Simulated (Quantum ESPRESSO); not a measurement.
# HfO2 (Fm-3m): the LO frequency by hand

Aim: work out the LO frequency and the static dielectric constant of HfO2 (Fm-3m) from one linear-response run, then check them.

Program: Quantum ESPRESSO 7.5. Level of theory: DFT LDA, scalar-relativistic, plane waves, PseudoDojo norm-conserving pseudopotentials. Results are calculated unless marked as measured.

## Step 1: The relaxed structure

It takes space group Fm-3m (No. 225, cubic). Conventional cell: a = 4.962 Å, b = 4.962 Å, c = 4.962 Å, α = 90.00°, β = 90.00°, γ = 90.00°. Hf has 8 O at 2.15 Å nearest. O has 4 Hf at 2.15 Å nearest. Farther neighbours and most contacts between anions are not listed.

Coordinates:

```cif
data_structure
_symmetry_space_group_name_H-M 'Fm-3m'
_symmetry_Int_Tables_number 225
_cell_length_a 4.9617
_cell_length_b 4.9617
_cell_length_c 4.9617
_cell_angle_alpha 90.000
_cell_angle_beta 90.000
_cell_angle_gamma 90.000
_cell_volume 122.15
loop_
_atom_site_label
_atom_site_type_symbol
_atom_site_symmetry_multiplicity
_atom_site_Wyckoff_symbol
_atom_site_fract_x
_atom_site_fract_y
_atom_site_fract_z
_atom_site_occupancy
Hf1 Hf 4 a 0.00000 0.00000 0.00000 1
O1 O 8 c 0.75000 0.25000 0.75000 1
```

This is the cell after its relaxation at this level of theory, not the database cell from which that began.

## Step 2: What the response run gave

A linear-response run on the relaxed cell, with the response to an electric field; only its zone-centre results are used. Cutoff 92 Ry, k mesh 8×8×8.

Log:

```text
[banners, grids, parts of the stress and lines that vanish by symmetry left out]
Program PHONON v.7.5
     Reading xml data from directory:

[...]
Exchange-correlation= PW
                           (   1   4   0   0   0   0   0)
[...]
kinetic-energy cut-off    =      92.0000  Ry
     charge density cut-off    =     368.0000  Ry
     convergence threshold     =      1.0E-18
[...]
Exchange-correlation= PW
                           (   1   4   0   0   0   0   0)
[...]
q = (   0.0000000   0.0000000   0.0000000 )
     49 Sym.Ops. (with q -> -q+G )
     G cutoff =  409.7504  (  24597 G-vectors)     FFT grid: ( 45, 45, 45)
     number of k points=    29
[...]
Mode symmetry, O_h (m-3m)  point group:
[...]
Dielectric constant
[...]
End of electric fields calculation
          Dielectric constant in cartesian axis
          (       5.228120668       0.000000000      -0.000000000 )
          (      -0.000000000       5.228120668      -0.000000000 )
          (       0.000000000       0.000000000       5.228120668 )
          Effective charges (d Force / dE) in cartesian axis without acoustic sum rule applied (asr)
           atom    1  Hf    Mean Z*:        5.54601
      Ex  (        5.54601        0.00000        0.00000 )
      Ey  (        0.00000        5.54601       -0.00000 )
      Ez  (        0.00000       -0.00000        5.54601 )
           atom    2  O     Mean Z*:       -2.77275
      Ex  (       -2.77275        0.00000        0.00000 )
      Ey  (        0.00000       -2.77275        0.00000 )
      Ez  (       -0.00000        0.00000       -2.77275 )
           atom    3  O     Mean Z*:       -2.77275
      Ex  (       -2.77275       -0.00000       -0.00000 )
      Ey  (       -0.00000       -2.77275        0.00000 )
      Ez  (       -0.00000        0.00000       -2.77275 )
          Effective charges Sum: Mean:        0.00050
[...]
Effective charges (d Force / dE) in cartesian axis with asr applied:
           atom    1  Hf    Mean Z*:        5.54584
[...]
atom    2  O     Mean Z*:       -2.77292
[...]
atom    3  O     Mean Z*:       -2.77292
[...]
Representation #   1 modes #   1   2   3
[...]
End of self-consistent calculation
     Convergence has been achieved
     Representation #   2 modes #   4   5   6
[...]
End of self-consistent calculation
     Convergence has been achieved
     Representation #   3 modes #   7   8   9
[...]
End of self-consistent calculation
     Convergence has been achieved
[...]
Dielectric constant in cartesian axis
          (       5.228120668       0.000000000      -0.000000000 )
          (      -0.000000000       5.228120668      -0.000000000 )
          (       0.000000000       0.000000000       5.228120668 )
          Effective charges (d Force / dE) in cartesian axis without acoustic sum rule applied (asr)
           atom    1  Hf    Mean Z*:        5.54601
      Ex  (        5.54601        0.00000        0.00000 )
      Ey  (        0.00000        5.54601       -0.00000 )
      Ez  (        0.00000       -0.00000        5.54601 )
           atom    2  O     Mean Z*:       -2.77275
      Ex  (       -2.77275        0.00000        0.00000 )
      Ey  (        0.00000       -2.77275        0.00000 )
      Ez  (       -0.00000        0.00000       -2.77275 )
           atom    3  O     Mean Z*:       -2.77275
      Ex  (       -2.77275       -0.00000       -0.00000 )
      Ey  (       -0.00000       -2.77275        0.00000 )
      Ez  (       -0.00000        0.00000       -2.77275 )
          Effective charges Sum: Mean:        0.00050
[...]
Effective charges (d Force / dE) in cartesian axis with asr applied:
           atom    1  Hf    Mean Z*:        5.54584
[...]
atom    2  O     Mean Z*:       -2.77292
[...]
atom    3  O     Mean Z*:       -2.77292
[...]
q = (    0.000000000   0.000000000   0.000000000 )
[...]
freq (    1) =      -0.015892 [THz] =      -0.530088 [cm-1]
     freq (    2) =      -0.015892 [THz] =      -0.530088 [cm-1]
     freq (    3) =      -0.015892 [THz] =      -0.530088 [cm-1]
     freq (    4) =       7.757524 [THz] =     258.763138 [cm-1]
     freq (    5) =       7.757524 [THz] =     258.763138 [cm-1]
     freq (    6) =       7.757524 [THz] =     258.763138 [cm-1]
     freq (    7) =      18.333817 [THz] =     611.550310 [cm-1]
     freq (    8) =      18.333817 [THz] =     611.550310 [cm-1]
     freq (    9) =      18.333817 [THz] =     611.550310 [cm-1]
[...]
Mode symmetry, O_h (m-3m)  point group:
     freq (   1-   3) =         -0.5  [cm-1]   --> T_1u G_15  G_4- I
     freq (   4-   6) =        258.8  [cm-1]   --> T_1u G_15  G_4- I
     freq (   7-   9) =        611.6  [cm-1]   --> T_2g G_25' G_5+ R

   JOB DONE.
```

```tsv
quantity	value
cell volume Ω (Å³)	30.538
mass of Hf (u)	178.490
mass of O (u)	15.999
Born charge of Hf, raw (e)	5.546
Born charge of O, raw (e)	-2.773
ε∞	5.228
ω(TO) after the sum rule (cm⁻¹)	258.8
```

## Step 3: The calculation

The charges must sum to zero over the cell; taking off their mean, 0.000 e, leaves Z* = 5.546 e on Hf. In the polar mode Hf moves against the two O, so the reduced mass is μ = 178.49 × 32.00 / 210.49 = 27.134 u.

A longitudinal wave builds up a field that adds to the restoring force: ω(LO)² = ω(TO)² + 4π Z*² / (μ Ω ε∞), in Hartree atomic units. With μ = 49462 electron masses and Ω = 206.08 bohr³ the second term is 7.2528e-06 Ha², or 349359 cm⁻² (1 Ha = 219474.6 cm⁻¹).

So ω(LO) = √(66962 + 349359) = 645.2 cm⁻¹, and by the Lyddane-Sachs-Teller relation ε₀ = ε∞ (ω(LO)/ω(TO))² = 32.50.

## Step 4: Check against the program

The analysis program adds the same non-analytic term to the full matrix, here for q along (1 0 0).

Log:

```text
[banners, grids, parts of the stress and lines that vanish by symmetry left out]
[banner, memory and clock lines left out]
Program DYNMAT v.7.5

     Reading Dynamical Matrix from file g.dyn
     ...Force constants read
     ...epsilon and Z* read

     Polarizability (A^3 units)
     multiply by 0.415046 for Clausius-Mossotti correction
        10.274790   -0.000000    0.000000
         0.000000   10.274790    0.000000
        -0.000000   -0.000000   10.274790

     IR activities are in (D/A)^2/amu units

# mode   [cm-1]    [THz]      IR
    1     -0.00   -0.0000    0.0000
    2      0.00    0.0000    0.0000
[...]
8    611.55   18.3339    0.0000
    9    645.23   19.3434   26.1513

[end of the log left out, with the tail of the file of modes that dynmat.x writes under the same name]
```

ε₀ comes from the program's run without a direction of q.

```tsv
quantity	by hand	program
ω(LO) (cm⁻¹)	645.2	645.2
ε₀	32.50	32.50
```

## Step 5: Outcome

| Item | Value |
| --- | --- |
| TO mode | 258.8 cm⁻¹ |
| LO mode | 645.2 cm⁻¹ |
| static dielectric constant | 32.50 |

**Reading.** The LO mode of HfO2 (Fm-3m) lies at 645 cm⁻¹, 386 cm⁻¹ above the TO mode; the formula meets the program within 0.1 cm⁻¹, as it must for a cubic crystal with one polar mode. ω(LO)² − ω(TO)² goes with Z*²/ε∞: an error of 5 % in ε∞ would move the LO mode by 13.0 cm⁻¹, and semilocal functionals tend to overestimate ε∞. These are harmonic values at zero temperature, at the volume of this functional, for the structure held cubic; stability elsewhere in the zone is no part of this calculation.

[Host names and launcher messages were left out of these logs when they were recorded.]

[Logs are printed without paths, hosts, clocks, repeated set-up lines and the standing remarks that a program may print on its own settings, such as how far it seeks lower states.]

[Hosts, paths, dates, database ids (printed as entryN), source tags and the programs' standing remarks are cut or masked in the printed files.]
